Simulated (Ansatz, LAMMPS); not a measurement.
# Relaxing ionic liquid ethylammonium Br-, from a frame at 410 K (144 atoms), part 2 of 4

Aim: bring ionic liquid ethylammonium Br-, from a frame at 410 K (144 atoms) to a nearby minimum of the energy and see what moves.

Ansatz 0.2.0; Kohn-Sham DFT, PBE+D3(BJ), PAW (set soft_2), plane waves.

The cell: 24 C, 12 N, 96 H and 12 Br. The network of contacts between molecules at the start is that of the classical potential that made the cell. Sampling is at Γ alone, for a cell whose shortest periodic width is 12 Å.

So far. Step 3 (Single point at the start): The r.m.s. force component of 1.1 eV/Å and the pressure of 2.1 GPa set the starting point.

### Step 4. Cell and atoms relaxed

The cell is relaxed with the atoms, since the starting lattice needn't suit this functional.

Contents of input.yaml:

```yaml
crystal:
  lattice:
    - [11.65456, 0.0, 0.0]
    - [0.0, 11.65456, 0.0]
    - [0.0, 0.0, 11.65456]
  atoms:
    [... the 144 atom lines of step 3 ...]
kpoints:
  mp_grid: { grid: [1, 1, 1] }
hamiltonian:
  xc: pbe
  dispersion: d3bj
scf:
  occupations: { method: fixed }
output:
  forces: true
relax:
  f_tol: 0.05
  max_steps: 200
  cell: {}
```

Run with:

```console
> ansatz run input.yaml --threads 4 --pin off --max-ram 8192MiB --backend cpu --events-out ev --progress --plain --runs-dir out
```

Numbers of over 12 decimals in the logs are rounded to 6 here.

Log:

```text
[...]
Crystal: 144 atoms, lattice volume = 1583.025 Å³
Basis set: ecut = 420 eV, 31103 PW (Γ), exchange–correlation on 160×160×160 points (8 copies of the dense FFT grid, shifted against one another)
Bands: 312, of which v1, the nominal top of the filled ones, is band 168 counted from 1 (167 counted from 0)
Symmetry: 1 space group operations
[...]
k-points: 1
[...]
SCF iter   1: F=—  HF=-45597.062131 eV  |F-HF|=—  |Δ(HF+E_count)|=         —  Δρ=3.53e-3  dr2=4.13e-1  ethr=1.77e-3  ⟨swp⟩=5.0  Hψ=1019  notcnv=0  defer=140
[...]
SCF iter   3: F=—  HF=-45596.933213 eV  |F-HF|=—  |Δ(HF+E_count)|=   1.76e-2  Δρ=5.94e-4  dr2=1.02e-2  ethr=2.09e-5  ⟨swp⟩=3.0  Hψ=303  notcnv=0  defer=46
automatic band count: iteration 3 solves 216 bands in place of 312: the levels show a gap, and the empty bands left out lie too high to hold charge; the band table lists the bands solved (type scf.n_extra_bands for more)
SCF iter   4: F=—  HF=-45596.932295 eV  |F-HF|=—  |Δ(HF+E_count)|=   9.17e-4  Δρ=2.31e-4  dr2=1.00e-3  ethr=3.05e-6  ⟨swp⟩=3.0  Hψ=346  notcnv=0  defer=46
[...]
SCF iter   9: F=-45596.932552 eV  HF=-45596.932552 eV  |F-HF|=8.98e-9  |Δ(HF+E_count)|=   6.90e-8  Δρ=7.20e-7  dr2=8.67e-9  ethr=2.98e-11  ⟨swp⟩=4.0  Hψ=679  notcnv=0
SCF 1 converged in 9 iterations: F = -45596.932552 eV  dr2 = 8.67e-9
[...]
relax step   1: F+E_penalty+E_count = -45596.93255249 eV  Δ(F+E_penalty+E_count) = +0.000e0 eV  max|allowed force component| = 4.841e0 eV/Å  Δτ_max = 0.0000 Å  P = +2.092 GPa  Ω = 1583.025 Å³  (9 SCF iters, dr2 threshold 1.00e-7 eV, accepted)
[... from here on, the SCF cycles and remarks between the steps are left out ...]
relax step   2: F+E_penalty+E_count = -45603.46119561 eV  Δ(F+E_penalty+E_count) = -6.529e0 eV  max|allowed force component| = 2.111e0 eV/Å  Δτ_max = 0.1950 Å  P = +0.292 GPa  Ω = 1559.993 Å³  energy of the carried Pulay correction = +4.257e-2 eV  (7 SCF iters, dr2 threshold 1.44e-5 eV, accepted)
relax step   3: F+E_penalty+E_count = -45605.08149971 eV  Δ(F+E_penalty+E_count) = -1.620e0 eV  max|allowed force component| = 1.023e0 eV/Å  Δτ_max = 0.1947 Å  P = -0.283 GPa  Ω = 1546.409 Å³  energy of the carried Pulay correction = +6.797e-2 eV  (7 SCF iters, dr2 threshold 1.44e-5 eV, accepted)
relax step   4: F+E_penalty+E_count = -45605.66890376 eV  Δ(F+E_penalty+E_count) = -5.874e-1 eV  max|allowed force component| = 3.425e-1 eV/Å  Δτ_max = 0.1940 Å  P = -0.114 GPa  Ω = 1511.093 Å³  energy of the carried Pulay correction = +1.351e-1 eV  (7 SCF iters, dr2 threshold 1.44e-5 eV, accepted)
relax step   5: F+E_penalty+E_count = -45605.96779139 eV  Δ(F+E_penalty+E_count) = -2.989e-1 eV  max|allowed force component| = 4.248e-1 eV/Å  Δτ_max = 0.1957 Å  P = -0.310 GPa  Ω = 1512.803 Å³  energy of the carried Pulay correction = +1.318e-1 eV  (7 SCF iters, dr2 threshold 7.33e-6 eV, accepted)
relax step   6: F+E_penalty+E_count = -45606.22596592 eV  Δ(F+E_penalty+E_count) = -2.582e-1 eV  max|allowed force component| = 1.884e-1 eV/Å  Δτ_max = 0.2000 Å  P = -0.161 GPa  Ω = 1517.610 Å³  energy of the carried Pulay correction = +1.226e-1 eV  (7 SCF iters, dr2 threshold 1.13e-5 eV, accepted)
relax step   7: F+E_penalty+E_count = -45606.40128915 eV  Δ(F+E_penalty+E_count) = -1.753e-1 eV  max|allowed force component| = 3.204e-1 eV/Å  Δτ_max = 0.2000 Å  P = -0.339 GPa  Ω = 1522.577 Å³  energy of the carried Pulay correction = +1.131e-1 eV  (7 SCF iters, dr2 threshold 2.22e-6 eV, accepted)
relax step   8: F+E_penalty+E_count = -45606.56880063 eV  Δ(F+E_penalty+E_count) = -1.675e-1 eV  max|allowed force component| = 4.127e-1 eV/Å  Δτ_max = 0.1945 Å  P = -0.168 GPa  Ω = 1527.636 Å³  energy of the carried Pulay correction = +1.034e-1 eV  (7 SCF iters, dr2 threshold 6.42e-6 eV, accepted)
relax step   9: F+E_penalty+E_count = -45606.68962022 eV  Δ(F+E_penalty+E_count) = -1.208e-1 eV  max|allowed force component| = 4.995e-1 eV/Å  Δτ_max = 0.1913 Å  P = -0.242 GPa  Ω = 1527.915 Å³  energy of the carried Pulay correction = +1.029e-1 eV  (7 SCF iters, dr2 threshold 1.06e-5 eV, accepted)
relax step  10: F+E_penalty+E_count = -45606.79398085 eV  Δ(F+E_penalty+E_count) = -1.044e-1 eV  max|allowed force component| = 2.717e-1 eV/Å  Δτ_max = 0.1975 Å  P = +0.037 GPa  Ω = 1531.427 Å³  energy of the carried Pulay correction = +9.625e-2 eV  (6 SCF iters, dr2 threshold 1.44e-5 eV, accepted)
relax step  11: F+E_penalty+E_count = -45606.79881413 eV  Δ(F+E_penalty+E_count) = -4.833e-3 eV  max|allowed force component| = 5.596e-1 eV/Å  Δτ_max = 0.1950 Å  P = -0.624 GPa  Ω = 1535.501 Å³  energy of the carried Pulay correction = +8.853e-2 eV  (7 SCF iters, dr2 threshold 4.61e-6 eV, accepted)
relax step  12: F+E_penalty+E_count = -45606.95043043 eV  Δ(F+E_penalty+E_count) = -1.516e-1 eV  max|allowed force component| = 2.781e-1 eV/Å  Δτ_max = 0.2000 Å  P = -0.055 GPa  Ω = 1540.238 Å³  energy of the carried Pulay correction = +7.959e-2 eV  (6 SCF iters, dr2 threshold 1.44e-5 eV, accepted)
[...]
relax step  16: F+E_penalty+E_count = -45607.10768170 eV  Δ(F+E_penalty+E_count) = -3.938e-2 eV  max|allowed force component| = 3.931e-2 eV/Å  Δτ_max = 0.1845 Å  P = -0.006 GPa  Ω = 1552.096 Å³  energy of the carried Pulay correction = +5.731e-2 eV  (7 SCF iters, dr2 threshold 1.84e-6 eV, accepted)
relax step  17: F+E_penalty+E_count = -45607.11628991 eV  Δ(F+E_penalty+E_count) = -8.608e-3 eV  max|allowed force component| = 2.518e-1 eV/Å  Δτ_max = 0.1952 Å  P = -0.227 GPa  Ω = 1553.823 Å³  energy of the carried Pulay correction = +5.408e-2 eV  (10 SCF iters, accepted)
relax step  18: F+E_penalty+E_count = -45607.13892087 eV  Δ(F+E_penalty+E_count) = -2.263e-2 eV  max|allowed force component| = 8.301e-2 eV/Å  Δτ_max = 0.0513 Å  P = -0.038 GPa  Ω = 1552.135 Å³  energy of the carried Pulay correction = +5.724e-2 eV  (6 SCF iters, dr2 threshold 3.96e-6 eV, accepted)
relax step  19: F+E_penalty+E_count = -45607.14861938 eV  Δ(F+E_penalty+E_count) = -9.699e-3 eV  max|allowed force component| = 2.236e-2 eV/Å  Δτ_max = 0.0916 Å  P = -0.000 GPa  Ω = 1553.740 Å³  energy of the carried Pulay correction = +5.424e-2 eV  (7 SCF iters, dr2 threshold 4.31e-7 eV, accepted)
relax step  20: F+E_penalty+E_count = -45607.15533653 eV  Δ(F+E_penalty+E_count) = -6.717e-3 eV  max|allowed force component| = 1.251e-1 eV/Å  Δτ_max = 0.1960 Å  P = -0.098 GPa  Ω = 1555.597 Å³  energy of the carried Pulay correction = +5.077e-2 eV  (10 SCF iters, accepted)
relax step  21: F+E_penalty+E_count = -45607.16209435 eV  Δ(F+E_penalty+E_count) = -6.758e-3 eV  max|allowed force component| = 4.801e-2 eV/Å  Δτ_max = 0.0673 Å  P = -0.040 GPa  Ω = 1555.641 Å³  energy of the carried Pulay correction = +5.068e-2 eV  (6 SCF iters, dr2 threshold 9.78e-7 eV, accepted)
relax step  22: F+E_penalty+E_count = -45607.16424488 eV  Δ(F+E_penalty+E_count) = -2.151e-3 eV  max|allowed force component| = 4.775e-2 eV/Å  Δτ_max = 0.1088 Å  P = +0.007 GPa  Ω = 1557.081 Å³  energy of the carried Pulay correction = +4.800e-2 eV  (9 SCF iters, dr2 threshold 9.51e-9 eV, accepted)
relax step  23: F+E_penalty+E_count = -45607.16444431 eV  Δ(F+E_penalty+E_count) = -1.994e-4 eV  max|allowed force component| = 4.007e-2 eV/Å  Δτ_max = 0.1468 Å  P = -0.034 GPa  Ω = 1558.482 Å³  energy of the carried Pulay correction = +4.539e-2 eV  (10 SCF iters, accepted)
relax step  24: F+E_penalty+E_count = -45607.12967532 eV  Δ(F+E_penalty+E_count) = +3.477e-2 eV  max|allowed force component| = 3.885e-2 eV/Å  Δτ_max = 0.0000 Å  P = -0.052 GPa  Ω = 1558.482 Å³  stress off target by 1.21e-1 GPa  SCF on the basis re-selected at this cell (its energy is not comparable with the rows above)  (6 SCF iters)
relax step  25: F+E_penalty+E_count = -45607.14394031 eV  Δ(F+E_penalty+E_count) = -1.426e-2 eV  max|allowed force component| = 6.134e-2 eV/Å  Δτ_max = 0.0362 Å  P = +0.065 GPa  Ω = 1554.403 Å³  energy of the carried Pulay correction = +8.074e-3 eV  (8 SCF iters, dr2 threshold 3.67e-8 eV, accepted)
relax step  26: F+E_penalty+E_count = -45607.14536830 eV  Δ(F+E_penalty+E_count) = -1.428e-3 eV  max|allowed force component| = 7.935e-2 eV/Å  Δτ_max = 0.0992 Å  P = -0.030 GPa  Ω = 1553.538 Å³  energy of the carried Pulay correction = +1.018e-2 eV  (8 SCF iters, dr2 threshold 2.35e-7 eV, rejected (line search))
relax step  27: F+E_penalty+E_count = -45607.14878141 eV  Δ(F+E_penalty+E_count) = -4.841e-3 eV  max|allowed force component| = 2.583e-2 eV/Å  Δτ_max = 0.0483 Å  P = +0.008 GPa  Ω = 1554.952 Å³  energy of the carried Pulay correction = +7.305e-3 eV  (9 SCF iters, accepted)
relax step  28: F+E_penalty+E_count = -45607.14348073 eV  Δ(F+E_penalty+E_count) = +5.301e-3 eV  max|allowed force component| = 2.658e-2 eV/Å  Δτ_max = 0.0000 Å  P = +0.005 GPa  Ω = 1554.952 Å³  stress off target by 2.71e-2 GPa  SCF on the basis re-selected at this cell (its energy is not comparable with the rows above)  (5 SCF iters)
[...]
SCF converged after 5 iterations
Free energy (F): -45607.143481 eV
[...]
Internal energy: -45607.143481 eV  (E = F + TS)
E sigma→0 (E₀):  -45607.143481 eV
Fermi energy:    -0.167323 eV
[...]
--- Forces (eV/Å), atoms counted from 1 ---
  atom   1  C      0.00278497     0.00166257     0.00319922
  atom   2  C     -0.00278857    -0.00497513     0.00135989
  atom   3  N     -0.00255702     0.01066656    -0.00227656
  atom   4  H     -0.00133111     0.00122796    -0.00139930
  atom   5  H     -0.00032837     0.00163109     0.00025333
  atom   6  H     -0.00005501     0.00116696     0.00138287
  atom   7  H      0.00081392     0.00084901    -0.00029422
  atom   8  H      0.00134473     0.00101039    -0.00208666
  atom   9  H     -0.00073712    -0.00520171     0.00025766
  atom  10  H     -0.00025109    -0.00338339    -0.00093734
  atom  11  H     -0.00260370    -0.00054272     0.00571144
  atom  12  C      0.00020345    -0.00408340    -0.00433176
  atom  13  C     -0.00345248    -0.00046133     0.00613283
  atom  14  N     -0.00650565    -0.00355774     0.00107827
[...]
atom 143  Br    -0.00136981     0.01919775     0.00495640
  atom 144  Br     0.00550069     0.00554499    -0.00315532
  max |Σ_I F_I| component: 3.99e-6 eV/Å
--- Stress (GPa, compression-positive) ---
        0.004648      -0.012363      -0.012418
       -0.012363       0.005328       0.007471
       -0.012418       0.007471       0.006406
  P = ⅓ Tr σ = 0.0055 GPa (0.055 kbar)
--- Relaxed structure (26 steps of the walk, 25 accepted, 2 SCFs on fresh bases) ---
  F+E_penalty+E_count = -45607.14348073 eV   max|allowed force component| = 2.658e-2 eV/Å   (the final SCF, on the basis selected at the relaxed cell)
  cell:  # Å, volume = 1554.9518 Å³
    - [11.758911, -0.365775, -0.181580]
    - [-0.365775, 11.433222, 0.120600]
    - [-0.181580, 0.120600, 11.581429]
  atoms:
    - { symbol: C, position: [0.069810, -0.00863705, 0.276035] }
    - { symbol: C, position: [0.00977638, 0.094237, 0.319687] }
    - { symbol: N, position: [0.072056, 0.207963, 0.288894] }
    - { symbol: H, position: [0.018625, 0.910119, 0.294863] }
[...]
- { symbol: Br, position: [0.774523, 0.195578, 0.809655] }
```

The job ended after 3.2 min (4 threads of Arm Neoverse V2, shared host; peak memory 1.6 GiB; 12 min of CPU time).

Relaxation path (22 of 28):

| step | energy less that of the first step (eV) | largest force component (eV/Å) | pressure (GPa) | volume (Å³) |
| --- | --- | --- | --- | --- |
| 1 | 0.0000 | 4.8405 | 2.09 | 1583.02 |
| 2 | -6.5286 | 2.1105 | 0.29 | 1559.99 |
| 4 | -8.7364 | 0.3425 | -0.11 | 1511.09 |
| 5 | -9.0352 | 0.4248 | -0.31 | 1512.80 |
| 6 | -9.2934 | 0.1884 | -0.16 | 1517.61 |
| 7 | -9.4687 | 0.3204 | -0.34 | 1522.58 |
| 9 | -9.7571 | 0.4995 | -0.24 | 1527.92 |
| 10 | -9.8614 | 0.2717 | 0.04 | 1531.43 |
| 11 | -9.8663 | 0.5596 | -0.62 | 1535.50 |
| 13 | -10.0937 | 0.1568 | 0.02 | 1538.94 |
| 14 | -10.0811 | 0.4387 | -0.51 | 1546.22 |
| 15 | -10.1357 | 0.1718 | -0.08 | 1549.01 |
| 16 | -10.1751 | 0.0393 | -0.01 | 1552.10 |
| 18 | -10.2064 | 0.0830 | -0.04 | 1552.13 |
| 19 | -10.2161 | 0.0224 | 0.00 | 1553.74 |
| 20 | -10.2228 | 0.1251 | -0.10 | 1555.60 |
| 22 | -10.2317 | 0.0478 | 0.01 | 1557.08 |
| 23 | -10.2319 | 0.0401 | -0.03 | 1558.48 |
| 24* | -10.1971 | 0.0389 | -0.05 | 1558.48 |
| 25 | -10.2114 | 0.0613 | 0.07 | 1554.40 |
| 27 | -10.2162 | 0.0258 | 0.01 | 1554.95 |
| 28* | -10.2109 | 0.0266 | 0.01 | 1554.95 |

Relaxation steps marked * repeat the geometry before them on a plane-wave basis chosen anew for their cell, so energy and pressure can jump there. Other such steps can lie between the rows shown. Relaxation step 26 was tried and not accepted.

```
     cell as run  before   after  change
           a (Å)  11.655  11.766  +1.0 %
           b (Å)  11.655  11.440  -1.8 %
           c (Å)  11.655  11.583  -0.6 %
           α (°)   90.00   88.77  -1.4 %
           β (°)   90.00   91.80  +2.0 %
           γ (°)   90.00   93.62  +4.0 %
volume (Å³/atom)   10.99   10.80  -1.8 %
```

The atoms that moved most (Å, as changes of fractional coordinates times the final cell):

```
atom      dx      dy      dz  length
 H42  -1.128   1.440   0.714   1.963
 H43  -0.754   1.495  -0.359   1.712
 H41  -0.969  -0.115   1.279   1.609
 H37   0.196  -1.574   0.149   1.593
H103  -1.204   0.300  -0.927   1.549
 H40  -1.025   0.147   1.138   1.539
 H93   0.207  -1.258   0.781   1.495
 H75  -1.069  -0.149  -0.991   1.465
```

The relaxation changed the energy by -70.9 meV/atom, and atoms moved by 0.83 Å r.m.s., 2.0 Å at most.

### Step 5. Structure statistics after relaxation

Bonds before and after, by the cutoffs listed below:

```csv
pair,bonds before,bonds after,mean before (Å),mean after (Å),spread before (Å),spread after (Å)
H-C,60,60,1.096,1.097,0.041,0.001
H-N,36,36,1.026,1.047,0.029,0.006
C-C,12,12,1.495,1.514,0.027,0.002
C-N,12,12,1.452,1.494,0.038,0.003
```

Density 1.61 g/cm³, 10.80 Å³ an atom.

Pair distribution functions g(r), in bins of 0.2 Å:

```csv
r (Å),total,H-H,H-C,H-Br,H-N,C-C,C-Br
1.00,5.05,0.00,13.95,0.00,17.80,0.00,0.00
1.20,0.00,0.00,0.00,0.00,0.00,0.00,0.00
1.40,0.33,0.00,0.00,0.00,0.00,0.00,0.00
1.60,0.84,1.20,0.00,0.00,0.00,11.10,0.00
1.80,1.13,2.54,0.00,0.00,0.00,0.00,0.00
2.00,0.40,0.00,0.88,0.00,1.87,0.00,0.00
2.20,1.53,0.35,4.74,1.82,1.07,0.00,0.00
2.40,0.96,1.55,0.00,1.53,0.00,0.00,0.00
2.60,0.84,1.59,0.34,0.25,0.15,0.00,0.00
2.80,0.62,0.55,0.56,0.68,1.54,0.00,0.00
3.00,0.94,1.39,0.56,1.50,0.29,0.00,0.00
3.20,0.77,0.89,0.57,1.25,0.26,0.00,0.00
3.40,0.83,0.65,0.86,1.02,1.06,0.18,0.00
3.60,1.02,1.00,0.92,1.72,1.00,0.32,1.50
3.80,1.00,0.92,0.56,1.59,1.15,1.04,4.00
4.00,1.04,0.79,0.95,1.64,0.91,1.48,4.20
4.20,0.95,0.82,0.88,1.22,0.73,1.20,3.05
4.40,0.88,0.88,0.94,0.99,0.55,0.78,0.99
4.60,0.90,0.92,0.93,0.87,0.88,0.90,0.71
4.80,0.98,1.04,1.04,0.93,0.86,1.10,0.66
5.00,1.09,0.98,1.20,0.92,1.35,0.78,1.64
5.20,1.01,1.01,0.90,0.98,1.19,1.60,0.73
5.40,1.08,1.14,1.08,0.72,1.12,1.40,0.81
5.60,1.13,1.19,1.12,0.82,1.22,1.29,0.62
```

Bonds by pair of elements; cutoffs follow the first minimum of g(r), held within bounds set by covalent radii, and pairs that aren't listed don't count as bonded:

```
pair A-B  cutoff (Å)  bonds  mean length (Å)  spread (Å)  shortest (Å)  B about A  A about B
     H-C        1.34     60             1.10       0.001          1.09      0.625        2.5
     H-N        1.27     36             1.05       0.006          1.04      0.375          3
     C-C        1.85     12             1.51       0.002          1.51          1          1
     C-N        1.79     12             1.49       0.003          1.49        0.5          1
```

How many atoms have how many bonded neighbours:

| element | mean | 0 | 1 | 4 |
| --- | --- | --- | --- | --- |
| Br | 0 | 12 | 0 | 0 |
| C | 4 | 0 | 0 | 24 |
| H | 1 | 0 | 96 | 0 |
| N | 4 | 0 | 0 | 12 |

Bond angles, per cent of each kind in bins of 5°:

```csv
angle (°),C-C-H,H-C-H,C-N-H,H-N-H,H-C-N
100–105,0.0,0.0,0.0,8.3,0.0
105–110,16.7,100.0,33.3,69.4,100.0
110–115,83.3,0.0,66.7,22.2,0.0
```

Bond angles (no mean is given where the spread exceeds 20°):

```
angle  count  mean (°)  spread (°)
C-C-H     60       111         1.1
H-C-H     48       108         0.8
C-N-H     36       111         1.6
H-N-H     36       108         2.1
H-C-N     24       107         0.7
```

With the cutoffs above, all C atoms have 4, all H atoms have 1 and all N atoms have 4 bonded neighbours. The C-C-H angle averages 111° with a spread of 1.1°.

(Continued in part 3 of 4.)

[Logs are printed without paths, hosts, clocks, repeated set-up lines and the standing remarks that a program may print on its own settings, such as how far it seeks lower states.]

[Hosts, paths, dates, database ids (printed as entryN), source tags and the programs' standing remarks are cut or masked in the printed files.]
